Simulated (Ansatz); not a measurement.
# WS2 monolayer (2H): phonons and vibrational spectra, part 2 of 3

How does WS2 monolayer (2H) vibrate, and is this structure a minimum?

Ansatz 0.2.0; DFT LDA, scalar-relativistic, plane waves, PAW.

So far: Set-up; Relaxation.

## 3. Tight relaxation

Phonons need a cell at rest on their own settings, so the relaxation is repeated with tight tolerances on forces and stress, using the mesh and the filling of the phonon run that follows.

Contents of input.yaml:

```yaml
crystal:
  lattice:
    - [3.1254156395, 0.0, 0.0]
    - [-1.5627078198, 2.7066893412, 0.0]
    - [0.0, 0.0, 30.0]
  atoms:
    - { symbol: W, position: [0.3333333333, 0.6666666667, 0.3333333333] }
    - { symbol: S, position: [0.6666666667, 0.3333333333, 0.3853515375] }
    - { symbol: S, position: [0.6666666667, 0.3333333333, 0.2813151292] }
  periodic: [true, true, false]
kpoints:
  mp_grid: { grid: [12, 12, 1] }
hamiltonian:
  xc: lda
scf:
  occupations: { method: fixed }
output:
  forces: true
  stress: true
  eigenvalues: true
  write_density: true
  write_potential: true
  elf: true
  volumetric_format: npy
relax:
  adjacent_minimum: "off"
  f_tol: 0.001
  max_steps: 60
  cell: { stress_2d_tol: 0.002 }
```

Run with:

```
ansatz run input.yaml --threads 8 --pin off --max-ram 14336MiB --backend cpu --events-out ev --progress --plain --runs-dir out
```

Numbers of over 12 decimals in the logs are rounded to 6 here.

The program printed:

```text
[...]
Crystal: 3 atoms, lattice volume = 253.786 Å³
Basis set: ecut = 420 eV, 4925 PW (Γ)
Bands: 17, of which v1, the nominal top of the filled ones, is band 13 counted from 1 (12 counted from 0)
Symmetry: 12 space group operations
[...]
k-points: 19 of 144 (time reversal used)
[...]
--- Relaxed structure (2 steps of the walk, 2 accepted, 1 SCFs on fresh bases) ---
[...]
cell:  # Å, volume = 253.7727 Å³
    - [3.125334, 2.8866719772308532e-11, 0.0]
    - [-1.562667, 2.706619, 0.0]
    - [0.0, 0.0, 30.0]
  atoms:
    - { symbol: W, position: [0.333333, 0.666667, 0.333333] }
    - { symbol: S, position: [0.666667, 0.333333, 0.385351] }
    - { symbol: S, position: [0.666667, 0.333333, 0.281315] }
[key lines of the parts left out:]
SCF converged after 9 iterations
Free energy (F): -11871.583325 eV
Fermi energy:    -5.945403 eV
P = ½ c Tr σ = 0.0012 N/m
```

The job ended after 8.7 s (8 threads of AMD EPYC 7R43, shared host; peak memory 0.67 GiB; 60 s of CPU time).

Little changed from the start: no atom moved by 0.005 Å and no cell edge by 0.1 %.

ELF in the ac plane at fractional y = 0.333, with atoms of S within 0.2 Å of it. It is the smooth field of the valence electrons, not physical close to the nuclei.

Ten even steps from '_' (0.00) to '@' (0.85), each cell a mean:
```
________________________________
________________________________
________________________________
________________________________
________________________________
________________________________
________________________________
________________________________
________________________________
________________________________
________________________________
________________________________
__________________........______
--..______::==**%%@@@@@@@@%%##++
##==::..--**@@@@@@##++==**%%@@@@
----::::----==++++++++++++**++==
==--::::--==++**##**++++********
##==....--**@@@@@@##****##@@@@@@
::________..--++**##%%%%%%##**==
________________________________
________________________________
________________________________
________________________________
________________________________
```
Columns run along a (3.1 Å), rows up along c (30.0 Å). Atoms in or near the plane, at fractional coordinates: S at (0.67, 0.39), S at (0.67, 0.28).

Electrostatic potential energy in the ac plane at fractional y = 0.333, with atoms of S within 0.2 Å of it. With pseudopotentials it is smooth inside the atoms' cores, unlike the true potential.

Values in eV, 24 rows by 16 columns, each cell a mean:
```
  0   0   0   0   0   0   0   0   0   0   0   0   0   0   0   0
  0   0   0   0   0   0   0   0   0   0   0   0   0   0   0   0
  0   0   0   0   0   0   0   0   0   0   0   0   0   0   0   0
  0   0   0   0   0   0   0   0   0   0   0   0   0   0   0   0
  0   0   0   0   0   0   0   0   0   0   0   0   0   0   0   0
  0   0   0   0   0   0   0   0   0   0   0   0   0   0   0   0
  0   0   0   0   0   0   0   0   0   0   0   0   0   0   0   0
  0   0   0   0   0   0   0   0   0   0   0   0   0   0   0   0
  0   0   0   0   0   0   0   0   0   0   0   0   0   0   0   0
  0   0   0   0   0   0   0   0   0   0   0   0   0   0   0   0
  0   0   0   0   0   0   0   0   0   0   0   0   0   0   0   0
  0   0   0   0   0   0   0   0   0   0   0   0   0   0   0   0
  0   0   0   0   0   0   0   0   0   0   0   0   0   0   0   0
 -1  -1   0   0  -1  -1  -1  -1  -2  -3  -3  -3  -3  -2  -2  -1
 -7  -4  -3  -3  -4  -6 -11 -23 -30 -32 -33 -33 -33 -31 -27 -14
-13 -15 -18 -18 -17 -14 -12 -12 -14 -15 -16 -16 -16 -14 -12 -11
-11 -12 -14 -14 -13 -12 -11 -14 -18 -20 -21 -21 -20 -19 -15 -12
 -6  -3  -2  -2  -3  -5  -9 -20 -26 -28 -29 -29 -29 -27 -23 -12
  0   0   0   0   0   0  -1  -1  -1  -1  -1  -1  -1  -1  -1  -1
  0   0   0   0   0   0   0   0   0   0   0   0   0   0   0   0
  0   0   0   0   0   0   0   0   0   0   0   0   0   0   0   0
  0   0   0   0   0   0   0   0   0   0   0   0   0   0   0   0
  0   0   0   0   0   0   0   0   0   0   0   0   0   0   0   0
  0   0   0   0   0   0   0   0   0   0   0   0   0   0   0   0
```
Columns run along a (3.1 Å; values clipped at the 3rd and 97th percentile), rows up along c (30.0 Å). Atoms in or near the plane, at fractional coordinates: S at (0.67, 0.39), S at (0.67, 0.28).

Valence density in the ac plane at fractional y = 0.333, with atoms of S within 0.2 Å of it. It is the smooth field of the valence electrons, not physical close to the nuclei.

Values in e/Å³, 24 rows by 16 columns, each cell a mean:
```
0.0 0.0 0.0 0.0 0.0 0.0 0.0 0.0 0.0 0.0 0.0 0.0 0.0 0.0 0.0 0.0
0.0 0.0 0.0 0.0 0.0 0.0 0.0 0.0 0.0 0.0 0.0 0.0 0.0 0.0 0.0 0.0
0.0 0.0 0.0 0.0 0.0 0.0 0.0 0.0 0.0 0.0 0.0 0.0 0.0 0.0 0.0 0.0
0.0 0.0 0.0 0.0 0.0 0.0 0.0 0.0 0.0 0.0 0.0 0.0 0.0 0.0 0.0 0.0
0.0 0.0 0.0 0.0 0.0 0.0 0.0 0.0 0.0 0.0 0.0 0.0 0.0 0.0 0.0 0.0
0.0 0.0 0.0 0.0 0.0 0.0 0.0 0.0 0.0 0.0 0.0 0.0 0.0 0.0 0.0 0.0
0.0 0.0 0.0 0.0 0.0 0.0 0.0 0.0 0.0 0.0 0.0 0.0 0.0 0.0 0.0 0.0
0.0 0.0 0.0 0.0 0.0 0.0 0.0 0.0 0.0 0.0 0.0 0.0 0.0 0.0 0.0 0.0
0.0 0.0 0.0 0.0 0.0 0.0 0.0 0.0 0.0 0.0 0.0 0.0 0.0 0.0 0.0 0.0
0.0 0.0 0.0 0.0 0.0 0.0 0.0 0.0 0.0 0.0 0.0 0.0 0.0 0.0 0.0 0.0
0.0 0.0 0.0 0.0 0.0 0.0 0.0 0.0 0.0 0.0 0.0 0.0 0.0 0.0 0.0 0.0
0.0 0.0 0.0 0.0 0.0 0.0 0.0 0.0 0.0 0.0 0.0 0.0 0.0 0.0 0.0 0.0
0.0 0.0 0.0 0.0 0.0 0.0 0.0 0.0 0.0 0.0 0.0 0.0 0.0 0.0 0.0 0.0
0.0 0.0 0.0 0.0 0.0 0.0 0.1 0.1 0.1 0.2 0.2 0.2 0.2 0.1 0.1 0.1
0.4 0.2 0.2 0.1 0.2 0.3 0.5 0.8 1.0 1.0 0.8 0.7 0.9 1.0 0.9 0.6
0.5 0.5 0.6 0.6 0.6 0.5 0.5 0.5 0.6 0.6 0.6 0.6 0.6 0.6 0.5 0.5
0.5 0.4 0.5 0.5 0.5 0.5 0.5 0.6 0.7 0.7 0.7 0.7 0.7 0.7 0.7 0.5
0.3 0.2 0.1 0.1 0.2 0.2 0.4 0.7 0.9 0.9 0.7 0.7 0.8 0.9 0.8 0.5
0.0 0.0 0.0 0.0 0.0 0.0 0.0 0.0 0.1 0.1 0.1 0.1 0.1 0.1 0.1 0.0
0.0 0.0 0.0 0.0 0.0 0.0 0.0 0.0 0.0 0.0 0.0 0.0 0.0 0.0 0.0 0.0
0.0 0.0 0.0 0.0 0.0 0.0 0.0 0.0 0.0 0.0 0.0 0.0 0.0 0.0 0.0 0.0
0.0 0.0 0.0 0.0 0.0 0.0 0.0 0.0 0.0 0.0 0.0 0.0 0.0 0.0 0.0 0.0
0.0 0.0 0.0 0.0 0.0 0.0 0.0 0.0 0.0 0.0 0.0 0.0 0.0 0.0 0.0 0.0
0.0 0.0 0.0 0.0 0.0 0.0 0.0 0.0 0.0 0.0 0.0 0.0 0.0 0.0 0.0 0.0
```
Columns run along a (3.1 Å), rows up along c (30.0 Å). Atoms in or near the plane, at fractional coordinates: S at (0.67, 0.39), S at (0.67, 0.28).

The largest force component left is 0.048 meV/Å, within the tolerances set.

## 4. Zone-centre response

The zone centre comes first: it holds the modes that light can see, as far as symmetry allows. The response to a homogeneous field gives the Born charges and the dielectric tensor, and its change with displacement the Raman tensors.

Contents of input.yaml:

```yaml
crystal:
  lattice:
    - [3.1253343072, 0.0, 0.0]
    - [-1.5626671536, 2.7066189054, 0.0]
    - [0.0, 0.0, 30.0]
  atoms:
    - { symbol: W, position: [0.3333333333, 0.6666666667, 0.3333333333] }
    - { symbol: S, position: [0.6666666667, 0.3333333333, 0.385351374] }
    - { symbol: S, position: [0.6666666667, 0.3333333333, 0.2813152927] }
  periodic: [true, true, false]
kpoints:
  mp_grid: { grid: [12, 12, 1] }
hamiltonian:
  xc: lda
scf:
  occupations: { method: fixed }
output:
  eigenvalues: true
phonons:
  method: dfpt
  dielectric: true
  raman: true
```

The program printed:

```text
Warning: phonons.dielectric: true without phonons.rigid_motions: the static dielectric tensor ε⁰ will be withheld (ε∞, Z* and the rows of modes are given); for a crystal or a slab, whose only rigid motions are the translations, set phonons.rigid_motions: translations
[...]
Crystal: 3 atoms, lattice volume = 253.773 Å³
Basis set: ecut = 420 eV, 4925 PW (Γ), exchange–correlation on 48×48×432 points (8 copies of the dense FFT grid, shifted against one another)
Bands: 17, of which v1, the nominal top of the filled ones, is band 13 counted from 1 (12 counted from 0)
Symmetry: 12 space group operations
k-points: 43 of 144 (irreducible under 2 space group operations, time reversal used)
[...]
SCF iter   1: F=—  HF=-11871.604110 eV  |F-HF|=—  |Δ(HF+E_count)|=         —  Δρ=5.31e-3  dr2=1.66e-1  ethr=1.77e-3  ⟨swp⟩=7.9  Hψ=5135  notcnv=0  defer=80
[...]
SCF iter  10: F=-11871.583307 eV  HF=-11871.583307 eV  |F-HF|=3.82e-11  |Δ(HF+E_count)|=  8.37e-11  Δρ=1.33e-7  dr2=3.49e-11  ethr=1.00e-12  ⟨swp⟩=22.4  Hψ=9715  notcnv=0
SCF 1 converged in 10 iterations: F = -11871.583307 eV  dr2 = 3.49e-11
[...]
DFPT response loops at Γ: preconditioner auto → none (the input reference at scf.mixing.eps_inf says where Resta's filter doesn't serve); β = 0.50; Broyden in place of MSR1
── the response to a field inside a basis, on 18×18×2 k-points: an SCF that follows is theirs, and a resumed run solves both again ──
Bands: 14, of which v1, the nominal top of the filled ones, is band 13 counted from 1 (12 counted from 0)
k-points: 90
[...]
Eigensolver: Dense (90 Hₖ)
SCF iter   1: F=—  HF=-11871.577314 eV  |F-HF|=—  |Δ(HF+E_count)|=         —  Δρ=7.84e-5  dr2=3.32e-6  ethr=1.00e-1
[...]
SCF iter   5: F=-11871.577314 eV  HF=-11871.577314 eV  |F-HF|=1.09e-11  |Δ(HF+E_count)|=  2.15e-10  Δρ=1.79e-7  dr2=4.43e-11  ethr=7.86e-12
SCF 1 converged in 5 iterations: F = -11871.577314 eV  dr2 = 4.43e-11
[...]
SCF converged after 10 iterations
Free energy (F): -11871.583307 eV
[...]
Internal energy: -11871.583307 eV  (E = F + TS)
E sigma→0 (E₀):  -11871.583307 eV
Fermi energy:    -5.945432 eV
[...]
--- Band table (eV; the first three rows and the last of 43) ---
  k-point 0: bands = [... 9 lower, -8.1467, -7.5028, -7.5028, -6.1017, -2.8918, -2.8918, -2.6978, -2.6978]
  k-point 1: bands = [... 9 lower, -8.5479, -7.6961, -7.3077, -6.1438, -3.0349, -3.0098, -2.8130, -2.6631]
  k-point 2: bands = [... 9 lower, -8.3491, -8.1440, -7.2979, -6.3762, -3.5343, -3.0611, -3.0162, -2.1433]
  k-point 42: bands = [... 9 lower, -9.5789, -9.3182, -7.8243, -6.5595, -3.4208, -2.4980, -2.4138, -0.5890]
--- Phonons (Γ-DFPT): 4 representative perturbations + reference, on 43 of 144 k-points (Σ response iterations 23) ---
  k mesh reduced under 2 symmetry operations, with k and −k counted as one. Each operation leaves every solved perturbation unchanged. A smaller set is not considered because the run solves the response to a homogeneous field
  ASR residual: 4.779e-4 → 0.000e0 eV/Å²; symmetrization residual: 1.287e-5 eV/Å²
  ASR residual per site (eV/Å²): 4.78e-4 1.06e-5 1.06e-5
  Γ frequencies (cm⁻¹): 0.00 0.00 0.00 299.40 299.40 360.75 360.75 421.20 442.80
  ε∞ (high-frequency dielectric tensor):
        3.576515     0.000000    -0.000000
        0.000000     3.576515    -0.000000
       -0.000000    -0.000000     1.170630
  α∞ (the layer's polarisability for a field applied outside it; Å, Gaussian; ε∞ is over the cell's 30.000 Å):
        6.150977     0.000000    -0.000000
        0.000000     6.150977    -0.000000
       -0.000000    -0.000000     0.407350
  ε⁰ (static dielectric tensor): not given — the deck does not say what the cell's rigid motions are, and on a molecule in a box or a wire the rigid rotations would enter the sum over the modes at Γ. For a crystal or a slab, whose only rigid motions are the translations, set phonons.rigid_motions: translations.
  Born effective charges Z* (e; rows j = field, columns β = displacement):
    site 0:
        -0.70679   -0.00000    0.00000
        -0.00000   -0.70679    0.00000
         0.00000    0.00000   -0.06688
    site 1:
         0.35339    0.00000    0.00000
         0.00000    0.35339    0.00000
         0.00000    0.00000    0.03344
    site 2:
         0.35339    0.00000   -0.00000
         0.00000    0.35339   -0.00000
        -0.00000   -0.00000    0.03344
  Z* charge neutrality: 9.000e-4 e pre-enforcement
  solved inside a basis spanned on kpoints, on 18×18×2 k-points transformed towards the longest dipole: ε∞ is read to err by 9.6e-3, Z* by 1.5e-2 e (field_mesh: kpoints solves on kpoints); Z* is corrected for what the basis lacks
  Raman tensors (in the event stream and the table raman_tensors.tsv): an entry may err by 2.1e-2 Å², one of the second-order susceptibility by 4.8e-3 pm/V (basis, points and sum rule); their sum over the sites missed zero by 8.082e-5 Å² ahead of its enforcement
  optical modes at Γ without the LO–TO term, one row a degenerate level:
      ω (cm⁻¹)  modes    IR ((D/Å)²/amu)  static Raman (Å⁴/amu)  depolarisation
        299.40      2             0.0000                 0.0207           0.750
        360.75      2             0.4849               252.9155           0.750
        421.20      1             0.0000                63.9887           0.096
        442.80      1             0.0022                 0.0000               —
```

Elapsed: 3.9 min, on 8 threads; peak memory 2.7 GiB; 26 min of CPU time.

Numbers from this step:

```
sum-rule residual before enforcement                    : 4.78e-4 eV/Å²
miss of the charge sum rule                             : 9.00e-4 e
estimated error of the dielectric tensor                : 0.009620
estimated error of the Born charges                     : 0.01497 e
point group                                             : -6m2
highest optical mode at the zone centre (no LO-TO term) : 442.8 cm⁻¹
lowest optical zone-centre mode                         : 299.4 cm⁻¹
largest Born charge (third of the trace)                : -0.4935 e
```

Without the LO-TO term. Patterns of degenerate modes are one choice out of their space. The modes at Γ (shares of kinetic energy by element, %):

| mode | frequency (cm⁻¹) | symmetry | W % | S % |
| --- | --- | --- | --- | --- |
| 1 | 0.0 | acoustic | 74 | 26 |
| 2 | 0.0 | acoustic | 74 | 26 |
| 3 | 0.0 | acoustic | 74 | 26 |
| 4 | 299.4 | E'' | 0 | 100 |
| 5 | 299.4 | E'' | 0 | 100 |
| 6 | 360.8 | E' | 26 | 74 |
| 7 | 360.8 | E' | 26 | 74 |
| 8 | 421.2 | A1' | 0 | 100 |
| 9 | 442.8 | A2'' | 26 | 74 |

Displacements in mode 5 (299.4 cm⁻¹), the largest set to 1:
```
W1   0.00  0.00  0.00
S2   0.01  1.00  0.00
S3  -0.01 -1.00  0.00
```

Displacements in mode 9 (442.8 cm⁻¹), the largest set to 1:
```
W1   0.00  0.00 -0.35
S2   0.00  0.00  1.00
S3   0.00  0.00  1.00
```

High-frequency dielectric tensor, averaged over the cell of height 30.0 Å or as lengthened by the program, vacuum included. Tensor:

```
       x      y      z
x  3.576      0      0
y      0  3.576      0
z      0      0  1.171
```

Born charge (rows field, columns displacement) (e), principal values of the symmetric part by kind of site:

```csv
atom,atoms with these values,low,middle,high,mean
W1,1,-0.7068,-0.7068,-0.0669,-0.4935
S2,2,0.0334,0.3534,0.3534,0.2467
```

In full for S2:

```
0.3534 0.0000 0.0000
0.0000 0.3534 0.0000
0.0000 0.0000 0.0334
```

Transverse modes. Infrared lines, with heights relative to the strongest:

```csv
position (cm⁻¹),label,relative intensity
299,E'',0.0
361,E',100
421,A1',0.0
443,A2'',0.5
```

Activity x (w_L - w)^4 (n + 1)/w, 532 nm, 300 K; the tensors are static ones, while 532 nm light lies above the computed direct gap, where resonance would change the heights. Lines of the Raman spectrum (strongest = 100):

| position (cm⁻¹) | label | relative intensity |
| --- | --- | --- |
| 299 | E'' | 0.0 |
| 361 | E' | 100 |
| 421 | A1' | 20 |
| 443 | A2'' | 0.0 |

Before it was imposed, the acoustic sum rule was missed by 4.8e-4 eV/Å² and the charge sum rule by 9.0e-4 e. Small misses are needed for a sound result but don't prove that mesh and cutoff are converged. The lowest optical mode is real, 299 cm⁻¹.

(Part 2 of 3 ends here.)

[Logs are printed without paths, hosts, clocks, repeated set-up lines and the standing remarks that a program may print on its own settings, such as how far it seeks lower states.]

[Hosts, paths, dates, database ids (printed as entryN), source tags and the programs' standing remarks are cut or masked in the printed files.]
